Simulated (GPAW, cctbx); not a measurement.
## (CdO)2(NaF)2: deformation density and structure factors from DFT

Question: by how much does bonding change the X-ray structure factors of (CdO)2(NaF)2, and what does a routine refinement make of it?

The cell is a (CdO)2(NaF)2 superlattice along [001] of the rock-salt type, started at the mean lattice constant and relaxed freely, with no substrate. All numbers below are calculated.

## 1. Relax the structure

The density hangs on the geometry, so cell and atoms are relaxed first, with the symmetry held. The cutoff is set higher than for the density because stress converges slowly with plane waves.

Settings: GPAW 26.7.0, PBE, 900 eV, 7×7×3 k-points (along the axes of the calculation cell), Fermi–Dirac width 0.05 eV, BFGS to 0.03 eV/Å.

```text
cell
1.0
     3.351686143    0.000000000    0.000000000
     0.000000000    3.351686143    0.000000000
     0.000000000    0.000000000    9.480000000
Cd O Na F
2 2 2 2
Direct
0.500000000 0.000000000 0.875000000
0.000000000 0.500000000 0.125000000
0.000000000 0.500000000 0.875000000
0.500000000 0.000000000 0.125000000
0.500000000 0.000000000 0.375000000
0.000000000 0.500000000 0.625000000
0.000000000 0.500000000 0.375000000
0.500000000 0.000000000 0.625000000
```

```console
$ OMP_NUM_THREADS=1 mpirun -n 4 gpaw python run.py > gpaw.log
```

```text
BFGS:    0      -33.137515        0.500745
BFGS:    1      -33.151323        0.399883
BFGS:    2      -33.183726        0.138262
BFGS:    3      -33.185147        0.135251
...
BFGS:   14      -33.207771        0.040019
BFGS:   15      -33.208088        0.035570
BFGS:   16      -33.208680        0.028323
cell  3.2979 3.2979 9.6931  90.00 90.00 90.00
volume 105.421 A^3, largest force 0.028 eV/A, largest stress 0.31 GPa
```

After 16 steps the volume has changed by -1.0 % and the energy by -0.071 eV; the largest stress left is 0.31 GPa. It took 5.8 min on 4 cores of Arm Neoverse V2 (shared host), peak memory 1.6 GiB.

Relaxed structure: P4/nmm (no. 129, origin choice 1), a = 3.2979 Å, b = 3.2979 Å, c = 9.6931 Å, α = 90.00°, β = 90.00°, γ = 90.00°.

```csv
atom,mult.,x,y,z
Cd1,2,1/2,0,0.8784
Na1,2,1/2,0,0.3764
F1,2,0,1/2,0.3812
O1,2,0,1/2,0.8730
```

## 2. Density and charge transfer

X-rays see the whole electron density, so the PAW density is rebuilt with its core regions. Subtracting spherical free atoms from the same code cancels the cores and leaves the deformation density Δρ, the part due to bonding.

Settings: PBE, 550 eV, 8×8×3 k-points (along the axes of the calculation cell), Fermi–Dirac width 0.05 eV; primitive cell of 8 atoms.

```console
$ OMP_NUM_THREADS=1 mpirun -n 4 gpaw python run.py > gpaw.log
```

```text
|iter:   1|       0s |  -37.590086 | -0.53 |       |
|iter:   2|       1s |  -36.173859 | -1.89 | -1.02 |
|iter:   3|       3s |  -32.686603 | -0.68 | -1.08 |
...
|iter:   8|      11s |  -32.639631c| -5.58 | -3.30 |
|iter:   9|      13s |  -32.639639c| -6.71 | -3.88 |
|iter:  10|      15s |  -32.639640c| -7.67c| -4.41c|
```

```text
grid (36, 36, 108)  electrons 152.000  moved by bonding 1.888 e
deformation density beyond 0.5 A of the nuclei: max 0.195, min -0.090 e/A^3
atom        x       y       z   Voronoi charge  moment
Cd1    0.5000  0.0000  0.8784      0.480       0.00
Cd2    0.0000  0.5000  0.1216      0.480       0.00
Na3    0.5000  0.0000  0.3764      0.232       0.00
Na4    0.0000  0.5000  0.6236      0.232       0.00
F 5    0.0000  0.5000  0.3812     -0.281       0.00
F 6    0.5000  0.0000  0.6188     -0.281       0.00
O 7    0.0000  0.5000  0.8730     -0.431       0.00
O 8    0.5000  0.0000  0.1270     -0.431       0.00
mean inner potential of superposed free atoms 16.008 V
total magnetic moment 0.000 muB
```

Deformation density in a plane through the shortest contact of the Na atom at the origin, in 0.01 e/Å³ (clipped at ±99); x from -1.6 to 3.9 Å, y from 2.4 down to -2.4 Å:

```text
 -1   0   6  12   .   .  15   4  -1  -1   .   .  -1  -2   2  10
 -2  -1   5  15   .   .  13   3  -1  -2   .   .  -1  -2   1   7
 -3  -2   1   5  10   9   5  -1  -2  -2  -2  -1  -2  -2  -1   4
 -1  -2  -1   0   1   1  -1  -2  -2  -1   0   0  -1  -2  -2  -1
  2  -1  -2  -2  -2  -2  -2  -2  -1   4   7   7   5   0  -2  -2
  6   1  -2  -1   .  -1  -2  -2   3  10   9   .  15   4  -1  -2
 10   2  -1  -1   .   .  -1  -1   4  15   .   .  12   6   0  -1
  6   1  -2  -1   .  -1  -2  -2   2  10   9   .  15   4  -1  -2
  2  -1  -2  -2  -2  -2  -2  -2  -1   4   7   7   5   0  -2  -2
 -1  -2  -1   0   1   1  -1  -2  -2  -1   0   0  -1  -2  -2  -1
 -3  -2   1   5  10   9   5  -1  -2  -2  -2  -1  -2  -2  -1   4
 -2  -1   5  15   .   .  12   3  -1  -1   .   .  -1  -2   1   7
 -1   0   6  12   .   .  15   4  -1  -1   .   .  -1  -1   2  10
```

Atoms in or within 0.15 Å of the plane: Na (2.3, 2.3), Na (2.3, -2.3), Na (0.0, 0.0), F (2.3, 0.0), F (0.0, 2.3), F (0.0, -2.3) Å. Dots mark points within about 0.45 Å of a nucleus; large values next to them are atomic features.

O gains most (-0.43 e) and Cd loses most (+0.48 e), which isn't the order of electronegativity: valence and coordination count too, and Voronoi cells cut space at the midplane whatever the atoms' sizes. Such charges fall far short of formal ones, since overlapping free atoms already put density on their neighbours. Along the shortest contact from the Na atom at the map's origin, Na–F at 2.33 Å, Δρ is +0.01 e/Å³ at the midpoint and highest, +0.15, 1.72 Å from Na (points within 0.5 Å of a nucleus left out): little piles up between the atoms, as in an ionic contact (the run has a band gap). At the midpoints of other shortest contacts it is 0.00 (Cd–O, 2.33 Å), +0.01 (Na–O, 2.42 Å), -0.03 (Cd–F, 2.52 Å) and -0.02 (F–F, 3.28 Å) e/Å³. Point values carry grid noise of about 0.01 e/Å³. The run needed 10 iterations, 22 s.

## 3. From the density to structure factors

The Fourier components of Δρ, added to those of the free atoms, give the static X-ray structure factors; the Mott–Bethe relation turns them into the Fourier components V of the potential that fast electrons feel.

```text
static structure factors of the conventional cell: F in electrons, V (Mott-Bethe) in volts
   h  k  l      d  |F| table  |F| free   |F| DFT   change   |V| free  |V| DFT  change %
   0  0  1  9.6931    50.815    50.851    50.718   -0.133     3.006    3.550     18.1
   0  0  2  4.8465     5.069     5.070     5.092    0.022     0.415    0.393     -5.3
   0  0  3  3.2310    42.750    42.754    42.760    0.005     2.748    2.746     -0.1
   1  0  1  3.1221    45.725    45.727    45.470   -0.257     2.554    2.663      4.3
   1  0  2  2.7265    71.152    71.210    69.996   -1.213     4.124    4.516      9.5
   0  0  4  2.4233   117.373   117.047   118.081    1.034     8.770    8.506     -3.0
   1  1  0  2.3320   116.104   115.769   116.802    1.033     8.566    8.322     -2.9
   1  0  3  2.3080    48.058    48.009    48.117    0.108     2.640    2.615     -0.9
   1  1  1  2.2673    41.027    41.020    41.074    0.054     2.362    2.350     -0.5
   1  1  2  2.1014     4.095     4.084     4.112    0.028     0.267    0.262     -2.0
   1  0  4  1.9528     5.315     5.311     5.289   -0.022     0.278    0.282      1.3
   0  0  5  1.9386    41.002    41.000    40.949   -0.051     2.151    2.159      0.4
   1  1  3  1.8909    36.032    36.022    36.115    0.093     1.988    1.973     -0.7
   1  1  4  1.6803    98.632    98.384    98.745    0.361     6.507    6.463     -0.7
```

The largest X-ray change is -1.21 e on 102, 1.7 % of |F|. For electrons V goes as (Z − F)/g², so a change of F counts against Z − F, which is small at low angle and wherever the atoms' terms cancel: |V| of 001 moves by +18.1 % (3.01 to 3.55 V) against -0.3 % in |F|. The tabulated Hartree–Fock atoms differ from the free DFT atoms by up to 0.33 e, so the choice of reference atom matters too.

## 4. Refining ordinary atoms against data with bonding

Routine crystallography fits spherical atoms. To see the bias, intensities are simulated from tabulated atoms plus the DFT change ΔF, so that bonding alone can misfit (3522 reflections of the full sphere, merged to the counts below, to 0.5 Å, 0.5 % proportional noise plus counting noise, assumed isotropic U as listed, Δρ smeared by the mean U) and refined with cctbx over different ranges.

| range | data | R1 | GooF | U Cd1 (true 0.0082) | U Na1 (true 0.0133) | U F1 (true 0.014) | U O1 (true 0.0143) | largest shift (Å) | Δρ max, min (e/Å³) |
| --- | --- | --- | --- | --- | --- | --- | --- | --- | --- |
| all data | 318 | 0.0040 | 1.24 | 0.0082 | 0.0133 | 0.0139 | 0.0142 | 0.0010 | 0.28, -0.29 |
| low resolution, d > 0.84 | 79 | 0.0037 | 1.90 | 0.0083 | 0.0136 | 0.0140 | 0.0142 | 0.0012 | 0.18, -0.15 |
| high order, d < 0.75 | 209 | 0.0040 | 0.92 | 0.0082 | 0.0132 | 0.0138 | 0.0142 | 0.0013 | 0.15, -0.22 |
| occupancies free, d > 0.7 | 132 | 0.0035 | 1.37 | 0.0083 | 0.0131 | 0.0150 | 0.0156 | 0.0008 | 0.17, -0.19 |

With all data GooF is 1.24, diluted by the many high-angle data; the misfit shows at low resolution; the top residual peak lies 0.53 Å from O and 1.88 Å from Cd. No U is off by more than 3 s.u. at low resolution. With Cd1 held at 1 and the scale free, the other occupancies refine to Na1 0.995(0.004), F1 1.023(0.005) and O1 1.030(0.006), on sites that are all full: they absorb part of the misfit, and only ratios to the fixed site mean anything.

## 5. Answer

Bonding moves 1.89 e in the primitive cell of (CdO)2(NaF)2 and changes the structure factors of the conventional cell in the table above by at most 1.21 e (102, 1.7 %). The shortest bond, Na–F, has Δρ = +0.01 e/Å³ at its midpoint, which with the charge transfer marks a mainly ionic contact. With all data GooF is 1.24, diluted by the many high-angle data. Limits: static density, frozen cores, no spin–orbit coupling.

[Outputs are excerpts: Python notices, other lines and further rows are left out; steps that failed or that the build refused (PBEsol, TPSS) are not shown.]

[Logs are printed without paths, hosts, clocks, repeated set-up lines and the standing remarks that a program may print on its own settings, such as how far it seeks lower states.]
